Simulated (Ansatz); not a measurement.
**WS2 (P6_3/mmc): refractive index against wavelength**

The refractive index of WS2 (P6_3/mmc) along x below the direct gap (1.74 eV on the mesh) is read from one computed spectrum, n = √(Re ε). x, y and z are the Cartesian axes of the input cell.

The structure is hexagonal, space group P6_3/mmc (No. 194). The conventional cell has a = 3.180 Å, b = 3.180 Å, c = 12.500 Å, α = 90.00°, β = 90.00°, γ = 120.00°. W on site c is surrounded by 6 S at 2.41 Å. Around S on site f lie 3 W at 2.41 Å.

Method: Ansatz 0.2.0, PBE, independent particles, k-mesh 9×9×2 with interpolation inside its cells, Gaussian parameter 0.1 eV.

Launch of the response step: `ansatz run input.yaml --threads 4 --pin off --max-ram 8192MiB --backend cpu --events-out ev --progress --plain --runs-dir out`. The run took 71 s, on 4 threads of Arm Neoverse V1 (shared host).

| wavelength (nm) | photon energy E (eV) | n |
| --- | --- | --- |
| 3000 | 0.413 | 3.8250 |
| 2000 | 0.620 | 3.8591 |
| 1550 | 0.800 | ? |
| 1310 | 0.946 | 3.9491 |
| 1064 | 1.165 | 4.0445 |

In the single-oscillator model n² − 1 = E₀E_d/(E₀² − E²), so 1/(n² − 1) = E₀/E_d − E²/(E₀E_d) is linear in E².

Working, on the rows shown:

| x = E² (eV²) | y = 1/(n² − 1) |
| --- | --- |
| 0.170801 | 0.0733642 |
| 0.384302 | 0.0719805 |
| 0.895757 | 0.0685148 |
| 1.35784 | 0.0651127 |

Means: x̄ = 0.70218, ȳ = 0.069743. Σ(x − x̄)(y − ȳ) = -0.005909, Σ(x − x̄)² = 0.8508. Slope = -0.005909 / 0.8508 = -0.006946; intercept = ȳ − slope · x̄ = 0.07462. Turned back into n, the line misses the rows shown by at most 0.0031.

Problem. Predict the last column of the withheld row from the fit.

Solution. At x = 0.63984 the line gives y = 0.070176, that is 3.9051. The run gave 3.9023, so the interpolation is off by 0.0028, 1.3 % of the range in the table.

Refitted with all rows, the slope is -0.006952 and the intercept 0.074646. These give E₀ = √(intercept/−slope) = 3.28 eV and E_d = E₀/intercept = 43.9 eV; E₀ is 1.9 times the direct gap. The electronic limit at long wavelengths, without lattice vibrations, is n = √(1 + 1/intercept) = 3.794. The cell comes from an older database entry, whose edges can be off by a per cent or so. Excitons are left out and so are local fields; PBE gaps are as a rule too small. Spin-orbit coupling is left out.
